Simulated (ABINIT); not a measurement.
# MgS (F-43m): G0W0 with ABINIT, start to end, part 3 of 3

Wanted: ground state, empty states, screening and self-energy for MgS (F-43m).

ABINIT 10.8.3; LDA and many-body steps on it, plane waves. Known limits of the many-body steps: not at the basis limit; coarse k mesh.

So far. Step 3 (Bands along the symmetry lines): The gap is 3.165 eV, as in the run before at this level. Step 4 (Empty states on the mesh, 4×4×4 mesh, 30 bands): On this mesh the gap is 3.165 eV.

## 5. Screening, 4×4×4 mesh, 26 bands, screening to 87.1 eV

The RPA dielectric matrix is built and inverted for each q.

This step: RPA screening on LDA, plane waves, norm-conserving pseudopotentials.

Input file run.abi:

```
acell 3*1.0 Angstrom
rprim 
  -0.000000000000 2.833120046800 2.833120046800
  2.833120046800 -0.000000000000 2.833120046800
  2.833120046800 2.833120046800 -0.000000000000
ntypat 2
znucl 12 16
natom 2
typat 1 2
xred 
  0.000000000000 0.000000000000 0.000000000000
  0.750000000000 0.750000000000 0.750000000000
pp_dirpath "pseudos"
pseudos "Mg.upf, S.upf"
ecut 38
ngkpt 4 4 4
nshiftk 1
shiftk 0 0 0
kptopt 1
chksymbreak 0
istwfk *1
occopt 1
irdwfk 1
optdriver 3
nband 26
ecuteps 3.2
inclvkb 2
awtr 1
symchi 1
indata_prefix "in"
outdata_prefix "out"
tmpdata_prefix "tmp"
```

The run is started by

```
> OMP_NUM_THREADS=1 mpirun -n 4 abinit run.abi > log
```

Numbers of over 12 decimals in the logs are rounded to 6 here.

Output:

```text
.Version 10.8.3 of ABINIT. v10.8.2 released Aug 2026.

 Symmetries : space group F-4 3 m (#216); Bravais cF (face-center cubic)
[... echo of the input left out ...]
== DATASET  1 ==================================================================
-   mpi_nproc: 4, omp_nthreads: 1 (-1 if OMP is not activated)

--- !DatasetInfo
iteration_state: {dtset: 1, }
dimensions: {natom: 2, nkpt: 8, mband: 26, nsppol: 1, nspinor: 1, nspden: 1, mpw: 3479, }
cutoff_energies: {ecut:  38.0, pawecutdg:  -1.0, }
electrons: {nelect:   1.60000000E+01, charge:   0.00000000E+00, occopt:   1.00000000E+00, tsmear:   1.00000000E-02, }

 SCREENING: Calculation of the susceptibility and dielectric matrices

 Based on a program developped by R.W. Godby, V. Olevano, G. Onida, and L. Reining.
 Incorporated in ABINIT by V. Olevano, G.-M. Rignanese, and M. Torrent.
.Using double precision arithmetic ; gwpc =  8

[... cell and pseudopotentials left out ...]
--------------------------------------------------------------------------------

 ==== K-mesh for the wavefunctions ====
 Number of points in the irreducible wedge :     8
[... list of points left out ...]
 Together with 24 symmetry operations and time-reversal symmetry
 yields    64 points in the full Brillouin Zone.

 ==== Q-mesh for the screening function ====
 Number of points in the irreducible wedge :     8
[... list of points left out ...]
 Together with 24 symmetry operations and time-reversal symmetry
 yields    64 points in the full Brillouin Zone.

 setmesh: FFT mesh size selected  =    27x   27x   27
          total number of points  =        19683

 vcoul_init : cutoff-mode = AUXILIARY_FUNCTION
 q-points for optical limit:   1
     1)      0.000010    0.000020    0.000030

- screening: taking advantage of time-reversal symmetry
- Maximum band index for partially occupied states nbvw = 8
- Remaining bands to be divided among processors   nbcw = 18
- Number of bands treated by each node ~4

 Number of electrons calculated from density =   16.0000; Expected =   16.0000
 average of density, n =  0.052131
 r_s =    1.6606
 omega_plasma =   22.0244 [eV]

 calculating chi0 at frequencies [eV] :
  1    0.000000E+00    0.000000E+00
  2    0.000000E+00    2.202444E+01

--------------------------------------------------------------------------------
  q-point number  1        q = ( 0.000000, 0.000000, 0.000000) [r.l.u.]
--------------------------------------------------------------------------------
[... chi0 elements left out ...]
 For q-point:  0.000010 0.000020 0.000030
  dielectric constant =   4.3933
  dielectric constant without local fields =   5.1682

  Average fulfillment of the sum rule on Im[epsilon] for q-point    1 :     27.55  [%]
[... wings left out ...]
  q-point number  2        q = ( 0.250000, 0.000000, 0.000000) [r.l.u.]
--------------------------------------------------------------------------------
[... chi0 elements left out ...]
  Average fulfillment of the sum rule on Im[epsilon] for q-point    2 :     43.41  [%]

 [... 6 further q-points ...]
```

Elapsed: 4.4 s, on 4 MPI ranks of Arm Neoverse V1, shared host; peak memory 0.45 GiB; 17 s of CPU time.

Numbers from this step:

```
ε∞ with local fields, on this mesh, along the program's q direction : 4.393
the same without local fields                                       : 5.168
plasma frequency                                                    : 22.02 eV
plane waves in the screening matrix                                 : 65
```

Local fields lower ε∞ by 15 %. On a Γ-centred mesh this coarse the value itself is usually too large, while a short band sum pulls it down.

## 6. Self-energy, 4×4×4 mesh, 26 bands, screening to 87.1 eV

The self-energy is evaluated for the states that the input lists, and the levels follow from it, in one-shot runs by the linearised quasiparticle equation.

This step: G0W0 on LDA, plane waves, norm-conserving pseudopotentials.

run.abi, as its differences from that of step 5:

```diff
@@ -23,8 +23,15 @@
 irdwfk 1
-optdriver 3
+optdriver 4
 nband 26
+gwcalctyp 0
+ecutsigx 38
+symsigma 1
+nkptgw 1
+kptgw 
+  0.0000000000 0.0000000000 0.0000000000
+bdgw 
+  6 12
 ecuteps 3.2
-inclvkb 2
-awtr 1
-symchi 1
+irdscr 1
+ppmodel 1
 indata_prefix "in"
```

Output:

```text
.Version 10.8.3 of ABINIT. v10.8.2 released Aug 2026.

 Symmetries : space group F-4 3 m (#216); Bravais cF (face-center cubic)
[... echo of the input left out ...]
== DATASET  1 ==================================================================
-   mpi_nproc: 4, omp_nthreads: 1 (-1 if OMP is not activated)

--- !DatasetInfo
iteration_state: {dtset: 1, }
dimensions: {natom: 2, nkpt: 8, mband: 26, nsppol: 1, nspinor: 1, nspden: 1, mpw: 3479, }
cutoff_energies: {ecut:  38.0, pawecutdg:  -1.0, }
electrons: {nelect:   1.60000000E+01, charge:   0.00000000E+00, occopt:   1.00000000E+00, tsmear:   1.00000000E-02, }

 SIGMA: Calculation of the GW corrections

 Based on a program developped by R.W. Godby, V. Olevano, G. Onida, and L. Reining.
 Incorporated in ABINIT by V. Olevano, G.-M. Rignanese, and M. Torrent.
.Using double precision arithmetic ; gwpc =  8

[... cell and pseudopotentials left out ...]
--------------------------------------------------------------------------------

 ==== K-mesh for the wavefunctions ====
 Number of points in the irreducible wedge :     8
[... list of points left out ...]
 Together with 24 symmetry operations and time-reversal symmetry
 yields    64 points in the full Brillouin Zone.

 ==== Q-mesh for screening function ====
 Number of points in the irreducible wedge :     8
[... list of points left out ...]
 Together with 24 symmetry operations and time-reversal symmetry
 yields    64 points in the full Brillouin Zone.

 vcoul_init : cutoff-mode = AUXILIARY_FUNCTION
 q-points for optical limit:   1
     1)      0.000010    0.000020    0.000030
 setmesh: FFT mesh size selected  =    45x   45x   45
          total number of points  =        91125

 Number of electrons calculated from density =   16.0000; Expected =   16.0000
 average of density, n =  0.052131
 r_s =    1.6606
 omega_plasma =   22.0244 [eV]

 === KS Band Gaps ===
  >>>> For spin  1
   Minimum direct gap =   3.1654 [eV], located at k-point      :   0.0000  0.0000  0.0000
   Fundamental gap    =   3.1654 [eV], Top of valence bands at :   0.0000  0.0000  0.0000
                                       Bottom of conduction at :   0.0000  0.0000  0.0000
 SIGMA fundamental parameters:
 PLASMON POLE MODEL  1
 number of plane-waves for SigmaX                 3479
 number of plane-waves for SigmaC and W             65
 number of plane-waves for wavefunctions          3479
 number of bands                                    26
 number of independent spin polarizations            1
 number of spinorial components                      1
 number of k-points in IBZ                           8
 number of q-points in IBZ                           8
 number of symmetry operations                      24
 number of k-points in BZ                           64
 number of q-points in BZ                           64
 number of frequencies for dSigma/dE                 9
 frequency step for dSigma/dE [eV]                0.25
 number of omega for Sigma on real axis              0
 max omega for Sigma on real axis  [eV]           0.00
 zcut for avoiding poles [eV]                     0.10

 EPSILON^-1 parameters (SCR file):
 dimension of the eps^-1 matrix on file             65
 dimension of the eps^-1 matrix used                65
 number of plane-waves for wavefunctions          3479
 number of bands                                    26
 number of q-points in IBZ                           8
 number of frequencies                               2
 number of real frequencies                          1
 number of imag frequencies                          1

 matrix elements of self-energy operator (all in [eV])

 Perturbative Calculation

--- !SelfEnergy_ee
iteration_state: {dtset: 1, }
kpoint     : [   0.000,    0.000,    0.000, ]
spin       : 1
KS_gap     :    3.165
QP_gap     :    4.889
Delta_QP_KS:    1.723
data: !SigmaeeData |
     Band     E0 <VxcDFT>   SigX SigC(E0)      Z dSigC/dE  Sig(E)    E-E0       E
        6   1.305 -12.870 -16.221   2.532   0.784  -0.275 -13.512  -0.642   0.662
        7   1.305 -12.870 -16.221   2.532   0.784  -0.275 -13.512  -0.642   0.662
        8   1.305 -12.870 -16.221   2.532   0.784  -0.275 -13.512  -0.642   0.662
        9   4.470  -9.360  -5.069  -2.973   0.821  -0.219  -8.279   1.081   5.551
       10   9.041 -10.175  -4.841  -3.264   0.815  -0.226  -8.487   1.688  10.729
       11   9.041 -10.175  -4.841  -3.264   0.815  -0.226  -8.487   1.688  10.729
       12   9.041 -10.175  -4.841  -3.264   0.815  -0.226  -8.487   1.688  10.729

== END DATASET(S) ==============================================================
================================================================================

 -outvars: echo values of variables after computation  --------
           etotal      0.0000000000E+00
            nband          26
             nkpt           8
          spgroup         216
 [... the other variables as echoed above ...]

 Calculation completed.
```

Wall time 2.5 s (4 MPI ranks); peak memory 0.16 GiB; 9.6 s of CPU time.

This step gave:

| Property | Result |
| --- | --- |
| G0W0 gap on the points computed | 4.889 eV |
| starting gap on the mesh | 3.165 eV |
| k of the valence top | 0, 0, 0 |
| k of the conduction bottom | 0, 0, 0 |
| Z at the valence top | 0.784 |
| Z at the conduction bottom | 0.821 |
| least direct G0W0 gap on the computed points | 4.889 eV |

The gap on the mesh goes from 3.17 eV to 4.89 eV, a correction of +1.72 eV.

Limits: finite bands, cutoff and mesh; coarse k mesh. v1 is the top filled band, c1 the lowest empty one. Levels before and after the correction, in eV, zero at the valence-band top of each column:

|  | conduction bottom | valence top |
| --- | --- | --- |
| Kohn-Sham | 3.17 | 0.00 |
| G0W0 | 4.89 | 0.00 |

|  | level | energy (eV) |
| --- | --- | --- |
| Kohn-Sham | Γ v3-v1 | 0.000 |
| Kohn-Sham | Γ c1 | 3.165 |
| Kohn-Sham | Γ c2-c4 | 7.736 |
| G0W0 | Γ v3-v1 | 0.000 |
| G0W0 | Γ c1 | 4.889 |
| G0W0 | Γ c2-c4 | 10.067 |

## 7. Where the time went

Times are wall times on 4 MPI ranks of Arm Neoverse V1, shared host, good to a factor of about two.

| step | time | share | memory (GiB) |
| --- | --- | --- | --- |
| ground state | 9.4 s | 27 % | 0.31 |
| bands along the symmetry lines | 13 s | 37 % | 0.29 |
| empty states on the mesh | 5.5 s | 16 % | 0.27 |
| screening | 4.4 s | 13 % | 0.45 |
| self-energy | 2.5 s | 7 % | 0.16 |

## 8. What came out

```
LDA gap              : 3.17 eV, direct
G0W0 gap on the mesh : 4.89 eV
GW settings          : 4×4×4 mesh, 26 bands, screening to 87.1 eV, Godby-Needs plasmon pole
known limits         : not at the basis limit; coarse k mesh
```

What this shows: G0W0 moves the gap on the mesh from 3.17 eV to 4.89 eV (+1.72 eV), with Z of 0.78 and 0.82 at the edges. Local fields lower the RPA ε∞ on this mesh from 5.17 to 4.39; a Γ-centred mesh this coarse tends to raise both, most where the direct gap is narrow, while a short band sum lowers them. Only 1 of the mesh's irreducible points was corrected, so a valley elsewhere could overtake. Bands and cutoff are finite, so the gap is not at the basis limit. The miss can reach some tenths of an eV and take either sign; the mesh is an error of its own. In the G0W0 run levels were corrected at 1 k point alone, so a gap called «on the mesh» is the least over those, and an edge elsewhere would be missed. The 4×4×4 mesh is coarse for this cell, which bears on the long-range parts of exchange and screening.

[Paths, hosts, dates, memory and timing lines, banners, echoed tables and standing remarks are left out of the program output.]

[Logs are printed without paths, hosts, clocks, repeated set-up lines and the standing remarks that a program may print on its own settings, such as how far it seeks lower states.]

[Runs of the session that timed out or met a known fault of the program may be left out.]

[Hosts, paths, dates, database ids (printed as entryN), source tags and the programs' standing remarks are cut or masked in the printed files.]

[G0W0 gaps are taken among the corrected bands and points alone; a level outside them can change the order at an edge.]

[Where Ansatz stands beside ABINIT at settings called matched, ABINIT's density can come from a denser mesh and the files from another edition; pairs whose starting gaps differed by over 0.03 eV were left out, so agreement reads better than it is.]
